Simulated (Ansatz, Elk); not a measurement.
**Bonding as seen by X-rays: LuP3**

The structure of LuP3 used here is made up (a known structure type with other elements) and was relaxed beforehand with PBE. The aim is the Fourier transform of its all-electron density, F(hkl), set beside the sum over free spherical atoms that refinements use.

Method: DFT, PBE, all-electron APW+lo, Dirac cores, scalar-relativistic bands, static density, no spin, in Elk 11.2.3 (patched build).

The structure was built from a prototype and need not be the compound's stable phase.

## Step 1: The structure

Symmetry: P6_3/mmc, No. 194, hexagonal system. Conventional cell: a = 5.744 Å, b = 5.744 Å, c = 5.246 Å, α = 90.00°, β = 90.00°, γ = 120.00°. Nearest to Lu lie 12 P at 2.89 to 2.95 Å. Nearest to P lie 2 P at 2.33 Å and 4 Lu at 2.89 to 2.95 Å. Farther neighbours are not listed.

## Step 2: Ground state and structure factors

An all-electron density is needed, since X-rays see the cores too. Task 0 finds the density and task 195 Fourier-transforms it; tshift is off so that phases refer to the origin typed.

The input, elk.in:

```
tasks
  0
  195

xctype
  20

spinpol
  .false.

rgkmax
  7.0

gmaxvr
  14.0

lmaxo
  7

lmaxapw
  8

swidth
  0.002

tshift
  .false.

ramdisk
  .false.

hmaxvr
  5.5

maxscl
  120

epspot
  1e-06

sppath
  './'

avec
  10.85427674922 -0.00000000000 -0.00000000000
  -5.42713837461 9.40007940453 0.00000000000
  -0.00000000000 -0.00000000000 9.91315512582

atoms
  2
  'Lu.in'
  2
  0.6666666667 0.3333333333 0.2500000000   0.000000 0.000000 0.000000
  0.3333333333 0.6666666667 0.7500000000   0.000000 0.000000 0.000000
  'P.in'
  6
  0.8016790634 0.1983209366 0.7500000000   0.000000 0.000000 0.000000
  0.3966418731 0.1983209366 0.7500000000   0.000000 0.000000 0.000000
  0.8016790634 0.6033581269 0.7500000000   0.000000 0.000000 0.000000
  0.6033581269 0.8016790634 0.2500000000   0.000000 0.000000 0.000000
  0.1983209366 0.8016790634 0.2500000000   0.000000 0.000000 0.000000
  0.1983209366 0.3966418731 0.2500000000   0.000000 0.000000 0.000000

ngridk
  5 5 4
```

Run with:

```sh
$ OMP_NUM_THREADS=4 elk
```

Numbers of over 12 decimals in the logs are rounded to 6 here.

Output:

```text
┌─────────────────────────┐
│ Elk code version 11.2.3 │
└─────────────────────────┘

All units are atomic (Hartree, Bohr, etc.)

┌─────────────────────────────────────────────────┐
│ Ground-state run starting from atomic densities │
└─────────────────────────────────────────────────┘

Lattice vectors :
   10.85427675      -0.000000000      -0.000000000
  -5.427138375       9.400079405       0.000000000
  -0.000000000      -0.000000000       9.913155126

Reciprocal lattice vectors :
  0.5788672477      0.3342091613       0.000000000
   0.000000000      0.6684183225       0.000000000
   0.000000000       0.000000000      0.6338229582

Unit cell volume      :    1011.449758
Brillouin zone volume :   0.2452422490

Muffin-tin inner radius fraction :   0.1000000000E-01

Nuclei treated as point charges

Species : 1 (Lu)
 parameters loaded from : Lu.in
 name : lutetium
 nuclear charge    :   -71.00000000
 electronic charge :    71.00000000
 atomic mass :    318945.3298
 muffin-tin radius :    2.800000000
 number of radial points in muffin-tin :   1393
 inner part over the whole radius :   0.9962478555E-02
 number on inner part of muffin-tin    :    999
 approximate nuclear radius :   0.9954169502E-04
 number of mesh points to nuclear radius :    517
 atomic positions (lattice), magnetic fields (Cartesian) :
  1 :  -0.33333333  0.33333333  0.25000000    0.00000000  0.00000000  0.00000000
  2 :   0.33333333 -0.33333333 -0.25000000    0.00000000  0.00000000  0.00000000

Species : 2 (P)
 parameters loaded from : P.in
 name : phosphorus
 nuclear charge    :   -15.00000000
 electronic charge :    15.00000000
 atomic mass :    56461.71230
 muffin-tin radius :    2.173192879
 number of radial points in muffin-tin :    793
 inner part over the whole radius :   0.9833153339E-02
 number on inner part of muffin-tin    :    553
 approximate nuclear radius :   0.6081821256E-04
 number of mesh points to nuclear radius :    249
 atomic positions (lattice), magnetic fields (Cartesian) :
  1 :  -0.19832094  0.19832094 -0.25000000    0.00000000  0.00000000  0.00000000
  2 :   0.39664187  0.19832094 -0.25000000    0.00000000  0.00000000  0.00000000
  3 :  -0.19832094 -0.39664187 -0.25000000    0.00000000  0.00000000  0.00000000
  4 :  -0.39664187 -0.19832094  0.25000000    0.00000000  0.00000000  0.00000000
  5 :   0.19832094 -0.19832094  0.25000000    0.00000000  0.00000000  0.00000000
  6 :   0.19832094  0.39664187  0.25000000    0.00000000  0.00000000  0.00000000

Total number of atoms per unit cell :    8
Total muffin-tin volume :    441.8541386
 ratio of muffin-tin to unit cell volume :   0.4368522855

Spin treatment :
 spin-unpolarised

Number of Bravais lattice symmetries :   24
Number of crystal symmetries         :   24
Crystal has inversion symmetry
Real symmetric eigensolver will be used

k-point grid :      5     5     4
k-point offset :    0.000000000       0.000000000       0.000000000
k-point set is reduced with full crystal symmetry group
Total number of k-points :       15

Muffin-tin radius times maximum |G+k| :    7.000000000
 using average radius
Maximum |G+k| for APW functions       :    3.004427678
Maximum (1/2)|G+k|²                   :    4.513292836
Maximum |G| for potential and density :    14.00000000
Constant for pseudocharge density :   10
 order of it for each species :   17  17
 order of it for pair densities of each species (exact exchange by exxq0 0: 18) :   14   8
Radial integration step length :    1

G-vector grid sizes :     49    49    45
Number of G-vectors :    46833

Maximum angular momentum used for
 APW functions            :    8
 outer part of muffin-tin :    7
 inner part of muffin-tin :    2

Total nuclear charge    :   -232.0000000
Total core charge       :    152.0000000
Total valence charge    :    80.00000000
Total excess charge     :    0.000000000
Total electronic charge :    232.0000000

Effective Wigner radius, rₛ :    1.013419462

Number of empty states         :     32
[...]
Madelung                    :     -38748.214447650
 xc potential                :     -966.55077101711
 exchange                    :     -731.36858884388
 correlation                 :     -12.106371556181
 electron entropic           :    -0.88607275395840E-03
 total energy                :     -31217.897607037

Density of states at Fermi energy :    64.47508152
 (states/Hartree/unit cell)

Estimated indirect band gap :   0.3958948070E-02
 from k-point 8 to k-point 12
Estimated direct band gap   :   0.1039668099E-01
 at k-point 3

Charges :
 core                        :    152.0000000
 valence                     :    80.00000000
 interstitial                :    13.95348025
 muffin-tins (core leakage)
  species : 1 (Lu)
[...]
species : 2 (P)
[...]
total in muffin-tins        :    218.0465197
 total calculated charge     :    231.9976043
 total charge                :    232.0000000
 error                       :   0.2395721793E-02

RMS change in Kohn-Sham potential (target) :   0.3957228115     (  0.1000000000E-05)
Absolute change in total energy (target)   :    1.079266692     (  0.1000000000E-03)

[... loops 3 to 14 left out ...]

┌──────────────────┐
│ Loop number : 15 │
└──────────────────┘

Energies :
 Fermi                       :     0.290772
 sum of occupied eigenvalues :     -18958.426369003
 electron kinetic            :      34569.287648580
 core electron kinetic       :      33533.732777354
 Coulomb                     :     -65040.371859170
 Coulomb potential           :     -52556.837603016
 nuclear-nuclear             :     -2528.7885412156
 electron-nuclear            :     -72507.858115587
 Hartree                     :      9996.2747976319
 Madelung                    :     -38761.953057662
 xc potential                :     -970.87641456664
 exchange                    :     -731.80569933800
 correlation                 :     -12.112190699864
 electron entropic           :    -0.96951778110003E-03
 total energy                :     -31215.003070146

Density of states at Fermi energy :    72.75564453
 (states/Hartree/unit cell)

Estimated indirect band gap :   0.5305821380E-02
 from k-point 8 to k-point 12
Estimated direct band gap   :   0.1268278214E-01
 at k-point 12

Charges :
 core                        :    152.0000000
 valence                     :    80.00000000
 interstitial                :    13.85193098
 muffin-tins (core leakage)
  species : 1 (Lu)
[...]
species : 2 (P)
[...]
total in muffin-tins        :    218.1480690
 total calculated charge     :    231.9975404
 total charge                :    232.0000000
 error                       :   0.2459599598E-02

RMS change in Kohn-Sham potential (target) :   0.2415626022E-06 (  0.1000000000E-05)
Absolute change in total energy (target)   :   0.1413177233E-04 (  0.1000000000E-03)

Convergence targets achieved

┌──────────────────┐
│ Loop number : 16 │
└──────────────────┘

Energies :
 Fermi                       :     0.290772
 sum of occupied eigenvalues :     -18958.426353309
 electron kinetic            :      34569.287638870
 core electron kinetic       :      33533.732777159
 Coulomb                     :     -65040.371836211
 Coulomb potential           :     -52556.837606355
 nuclear-nuclear             :     -2528.7885412156
 electron-nuclear            :     -72507.858066268
 Hartree                     :      9996.2747712720
 Madelung                    :     -38761.953033034
 xc potential                :     -970.87638582419
 exchange                    :     -731.80569856881
 correlation                 :     -12.112190696492
 electron entropic           :    -0.96951779270866E-03
 total energy                :     -31215.003056124

Density of states at Fermi energy :    72.75564244
 (states/Hartree/unit cell)

Estimated indirect band gap :   0.5305821448E-02
 from k-point 8 to k-point 12
Estimated direct band gap   :   0.1268278156E-01
 at k-point 12

Charges :
 core                        :    152.0000000
 valence                     :    80.00000000
 interstitial                :    13.85193106
 muffin-tins (core leakage)
  species : 1 (Lu)
[...]
species : 2 (P)
[...]
atom 4                    :    13.24121120     (  0.3619049775E-03)
   atom 5                    :    13.24121120     (  0.3619049775E-03)
   atom 6                    :    13.24121120     (  0.3619049775E-03)
 total in muffin-tins        :    218.1480689
 total calculated charge     :    231.9975404
 total charge                :    232.0000000
 error                       :   0.2459599624E-02

┌──────────────────────────────┐
│ Self-consistent loop stopped │
└──────────────────────────────┘

Warning : core states of species 2 leak from the muffin-tin :   0.3619049775E-03

Wrote STATE.OUT
```

Wall time 78 s (4 threads of Arm Neoverse N1, shared host); peak memory 0.31 GiB.

SFACRHO.OUT:

```text

h k l indices transformed by vhmat matrix:
   1.000000000       0.000000000       0.000000000    
   0.000000000       1.000000000       0.000000000    
   0.000000000       0.000000000       1.000000000    

      h      k      l  multipl.   |H|            Re(F)            Im(F)           |F|

      0      0      0      1   0.0000000       232.00000      0.26555447E-15   232.00000    
      0      0     -1      2  0.63382296      0.12294325E-13  0.17545856E-14  0.12418897E-13
     -1      0      0      6  0.66841832      -71.119090      0.33337127E-13   71.119090    
     -1      1     -1      6  0.92114852      -80.032805      0.10352055E-12   80.032805    
      0      1     -1      6  0.92114852       80.032805     -0.27196077E-13   80.032805    
     -2      1      0      6   1.1577345       108.75951     -0.14495241E-12   108.75951    
      0      0     -2      2   1.2676459      -184.42858     -0.10797535E-15   184.42858    
      2     -1     -1     12   1.3198790      0.67288202E-07  0.17545856E-14  0.67288202E-07
      2     -2      0      6   1.3368366      -87.332585     -0.10790702E-12   87.332585    
      0      1     -2      6   1.4330768       62.089427     -0.12282099E-13   62.089427    
      1      0     -2      6   1.4330768       62.089427      0.22809613E-13   62.089427    
      0      2     -1      6   1.4794809      -144.03651      0.53514862E-13   144.03651    
     -2      0      1      6   1.4794809       144.03651     -0.83342818E-13   144.03651    
      2     -1     -2     12   1.7167630      -99.888973     -0.90314458E-13   99.888973    
     -2      3      0     12   1.7684687      -26.702420      0.45619227E-13   26.702420    
      2     -2      2      6   1.8422970       78.106952      0.11053890E-12   78.106952    
     -2      0     -2      6   1.8422970       78.106952     -0.44741934E-13   78.106952    
     -2     -1      1     12   1.8786200      -93.559327      0.37284945E-13   93.559327
```

Elk indexes on the primitive cell of elk.in and gives |H| = 4π sin θ/λ in inverse bohr. Below, one row stands for each form hkl of the conventional cell (m members, Friedel mates merged), F is for one primitive cell and the density is static (no thermal factor). Free-atom factors are Waasmaier and Kirfel's, and R is Σm||F|−|F'||/Σm|F|.

| hkl | m | sin θ/λ (Å⁻¹) | abs F, DFT | neutral atoms | diff. |
| --- | --- | --- | --- | --- | --- |
| 001 | 2 | 0.095 | 0.000 | 0.000 | +0.000 |
| 100 | 6 | 0.101 | 71.119 | 70.923 | +0.196 |
| 101 | 12 | 0.139 | 80.033 | 80.342 | -0.309 |
| 110 | 6 | 0.174 | 108.760 | 109.322 | -0.562 |
| 002 | 2 | 0.191 | 184.429 | 184.748 | -0.319 |
| 111 | 12 | 0.199 | 0.000 | 0.000 | +0.000 |
| 200 | 6 | 0.201 | 87.333 | 87.324 | +0.009 |
| 102 | 12 | 0.215 | 62.089 | 62.222 | -0.133 |
| 201 | 12 | 0.223 | 144.036 | 144.256 | -0.220 |
| 112 | 12 | 0.258 | 99.889 | 100.273 | -0.384 |
| 210 | 12 | 0.266 | 26.702 | 26.828 | -0.126 |
| 202 | 12 | 0.277 | 78.107 | 78.469 | -0.362 |
| 211 | 24 | 0.282 | 93.559 | 93.731 | -0.172 |
| 003 | 2 | 0.286 | 0.000 | 0.000 | +0.000 |

## Step 3: The highest occupied states alone

An energy window below the Fermi level keeps the highest occupied states, to see at which angles they scatter; shallow core shells can lie inside it and anion s states outside. No new self-consistency is needed.

Changes to elk.in since step 2:

```diff
@@ -1,3 +1,2 @@
 tasks
-  0
   195
@@ -40,2 +39,5 @@
 
+wsfac
+  -0.150220 0.590770
+
 sppath
```

Run with:

```sh
$ OMP_NUM_THREADS=4 elk
```

Output:

```text
┌─────────────────────────────────┐
│ Elk code version 11.2.3 started │
└─────────────────────────────────┘

Info(readinput): the functional depends on the density's gradient
 muffin-tin radial points multiplied by    2.00000
 (not where nrmtscf is given)

┌────────────────────┐
│ Current task : 195 │
└────────────────────┘
Info(checkmt): changed muffin-tin radius of species 2 (P) from   2.2000 to   2.1732

Info(sfacrho): density structure factors written to SFACRHO.OUT

 Energy window :  -0.1502200000      0.5907700000

┌──────────────────┐
│ Elk code stopped │
└──────────────────┘
```

The job ended after 34 s (4 threads; peak memory 0.22 GiB).

States within 12 eV below the Fermi level hold 60.00 electrons; any levels below the window count with the cores. Their amplitudes can exceed the total, where window and core parts have opposite phase:

| hkl | sin θ/λ (Å⁻¹) | abs F, window | abs F, all |
| --- | --- | --- | --- |
| 001 | 0.095 | 0.000 | 0.000 |
| 100 | 0.101 | 14.679 | 71.119 |
| 101 | 0.139 | 18.070 | 80.033 |
| 110 | 0.174 | 21.476 | 108.760 |
| 002 | 0.191 | 29.096 | 184.429 |
| 111 | 0.199 | 0.000 | 0.000 |
| 200 | 0.201 | 13.998 | 87.333 |
| 102 | 0.215 | 11.094 | 62.089 |
| 201 | 0.223 | 22.289 | 144.036 |
| 112 | 0.258 | 19.859 | 99.889 |

## Step 4: Another functional

The difference from free atoms is small, so it is set against the change that PBEsol makes.

Changes to elk.in since step 3:

```diff
@@ -1,2 +1,3 @@
 tasks
+  0
   195
@@ -4,3 +5,3 @@
 xctype
-  20
+  22
 
@@ -39,5 +40,2 @@
 
-wsfac
-  -0.150220 0.590770
-
 sppath
```

Run with:

```sh
$ OMP_NUM_THREADS=4 elk
```

Output:

```text
┌─────────────────────────┐
│ Elk code version 11.2.3 │
└─────────────────────────┘

All units are atomic (Hartree, Bohr, etc.)

┌─────────────────────────────────────────────────┐
│ Ground-state run starting from atomic densities │
└─────────────────────────────────────────────────┘

Lattice vectors :
   10.85427675      -0.000000000      -0.000000000
  -5.427138375       9.400079405       0.000000000
  -0.000000000      -0.000000000       9.913155126

Reciprocal lattice vectors :
  0.5788672477      0.3342091613       0.000000000
[...]
muffin-tins (core leakage)
  species : 1 (Lu)
[...]
species : 2 (P)
[...]
atom 5                    :    13.22511512     (  0.3649525729E-03)
   atom 6                    :    13.22511512     (  0.3649525729E-03)
 total in muffin-tins        :    218.0959997
 total calculated charge     :    231.9975226
 total charge                :    232.0000000
 error                       :   0.2477425750E-02

┌──────────────────────────────┐
│ Self-consistent loop stopped │
└──────────────────────────────┘

Warning : core states of species 2 leak from the muffin-tin :   0.3649525729E-03

Wrote STATE.OUT
[key lines of the parts left out:]
total energy                :     -31202.651827204
```

Wall time 78 s (4 threads); peak memory 0.29 GiB; 3.1 min of CPU time.

Against the first run R = 0.02 %; the largest change is -0.057 at 201.

## Step 5: A coarser k-mesh

About half the k-points along each axis test the sampling.

Changes to elk.in since step 4:

```diff
@@ -5,3 +5,3 @@
 xctype
-  22
+  20
 
@@ -64,2 +64,2 @@
 ngridk
-  5 5 4
+  2 2 2
```

Run with:

```sh
$ OMP_NUM_THREADS=4 elk
```

Output:

```text
┌─────────────────────────┐
│ Elk code version 11.2.3 │
└─────────────────────────┘

All units are atomic (Hartree, Bohr, etc.)

┌─────────────────────────────────────────────────┐
│ Ground-state run starting from atomic densities │
└─────────────────────────────────────────────────┘

Lattice vectors :
   10.85427675      -0.000000000      -0.000000000
  -5.427138375       9.400079405       0.000000000
  -0.000000000      -0.000000000       9.913155126

Reciprocal lattice vectors :
  0.5788672477      0.3342091613       0.000000000
[...]
muffin-tins (core leakage)
  species : 1 (Lu)
[...]
species : 2 (P)
[...]
atom 5                    :    13.24063242     (  0.3619641657E-03)
   atom 6                    :    13.24063242     (  0.3619641657E-03)
 total in muffin-tins        :    218.0819290
 total calculated charge     :    231.9975853
 total charge                :    232.0000000
 error                       :   0.2414673076E-02

┌──────────────────────────────┐
│ Self-consistent loop stopped │
└──────────────────────────────┘

Warning : core states of species 2 leak from the muffin-tin :   0.3619641657E-03

Wrote STATE.OUT
[key lines of the parts left out:]
total energy                :     -31214.975515779
```

Wall time 54 s (4 threads); peak memory 0.29 GiB; 89 s of CPU time.

Against the first run R = 0.01 %; the largest change is +0.107 at 002.

## Step 6: Settings against the effect

| run | R against the first run (%) | R against neutral atoms, low angle (%) | wall time |
| --- | --- | --- | --- |
| PBE, rgkmax 7 | 0.00 | 0.27 | 78 s |
| PBEsol | 0.02 | 0.28 | 78 s |
| k-mesh 2×2×2 | 0.01 | 0.27 | 54 s |

## Step 7: Outcome

| Quantity | Value |
| --- | --- |
| R against neutral atoms, sin θ/λ < 0.3 Å⁻¹ | 0.27 % |
| R against neutral atoms, 0.3 to 0.77 Å⁻¹ | 0.22 % |

What this shows: Independent neutral atoms miss the calculated amplitudes by R = 0.27 % below 0.3 Å⁻¹ and 0.22 % from there to 0.77 Å⁻¹; by shells, 0.35 % below 0.15 Å⁻¹ (2 forms), 0.26 % 0.15 to 0.3 (9 forms), 0.23 % 0.3 to 0.45 (22 forms), 0.22 % above 0.45 (99 forms). Bonding, aspherical density and the tables' own atoms all enter these figures, and the runs don't part them. The largest change of an amplitude is -0.56 electrons, at 110. The window's part falls from 60.0 electrons at the origin to at most 12.02 between 0.45 and 0.77 Å⁻¹, where compact states inside the window still scatter. Below 0.3 Å⁻¹ the changes that finished (PBEsol and k-mesh 2×2×2) move F by R = 0.04 % at most, against the 0.27 % that separates it from free atoms. The basis has no finished test. Spin-orbit coupling is left out, which can matter for elements this heavy. Part of the difference isn't bonding: the tables are fits to free atoms and ions calculated by other methods than this functional. Thermal motion, anomalous dispersion and extinction are left out.

[Logs are printed without paths, hosts, clocks, repeated set-up lines and the standing remarks that a program may print on its own settings, such as how far it seeks lower states.]

[Hosts, paths, dates, database ids (printed as entryN), source tags and the programs' standing remarks are cut or masked in the printed files.]
